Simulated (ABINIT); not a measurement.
# SrO (Fm-3m): refractive index against wavelength

The refractive index of SrO (Fm-3m) below the direct gap (3.39 eV on the mesh) is read from one computed spectrum, n = √(Re ε).

Cell: a, b, c = 3.629, 3.629, 3.629 Å (primitive vectors), 2 atoms.

Method: ABINIT 10.8.3, PBE, independent particles, k-mesh 12×12×12, Lorentzian half width 0.05 eV.

Launch of the response step: `optic optic.abi`. The run took 50 s, its band step included, on 4 threads of Intel(R) Xeon(R) Platinum 8375C CPU @ 2.90GHz (Ice Lake) (shared host).

```
wavelength (nm)  photon energy E (eV)       n
           1550                 0.800  1.9820
           1310                 0.946  1.9856
           1064                 1.165  1.9922
            850                 1.459  2.0037
            700                 1.771  2.0198
            633                 1.959       ?
            532                 2.331  2.0622
```

In the single-oscillator model n² − 1 = E₀E_d/(E₀² − E²), so 1/(n² − 1) = E₀/E_d − E²/(E₀E_d) is linear in E².

Working, on the rows shown:

| x = E² (eV²) | y = 1/(n² − 1) |
| --- | --- |
| 0.639837 | 0.341492 |
| 0.895757 | 0.339835 |
| 1.35784 | 0.33683 |
| 2.12762 | 0.331695 |
| 3.13716 | 0.324718 |
| 5.43137 | 0.30744 |

Means: x̄ = 2.2649, ȳ = 0.33034. Σ(x − x̄)(y − ȳ) = -0.1146, Σ(x − x̄)² = 16.14. Slope = -0.1146 / 16.14 = -0.007099; intercept = ȳ − slope · x̄ = 0.34641. Turned back into n, the line misses the rows shown by at most 0.0014.

Q: Fill in the last column of the withheld row.

A: At x = 3.8364 the line gives y = 0.31918, that is 2.0330. The run gave 2.0318, so the interpolation is off by 0.0012, 1.5 % of the range in the table.

Refitted with all rows, the slope is -0.007063 and the intercept 0.34639. These give E₀ = √(intercept/−slope) = 7.00 eV and E_d = E₀/intercept = 20.2 eV; E₀ is 2.1 times the direct gap. The electronic limit at long wavelengths, without lattice vibrations, is n = √(1 + 1/intercept) = 1.972. The cell comes from an older database entry, whose edges can be off by a per cent or so. Excitons are left out and so are local fields; PBE gaps are as a rule too small. The values come from a sum over the points of one k-mesh and carry its error, which grows as the direct gap shrinks. Spin-orbit coupling is left out.

[Logs are printed without paths, hosts, clocks, repeated set-up lines and the standing remarks that a program may print on its own settings, such as how far it seeks lower states.]
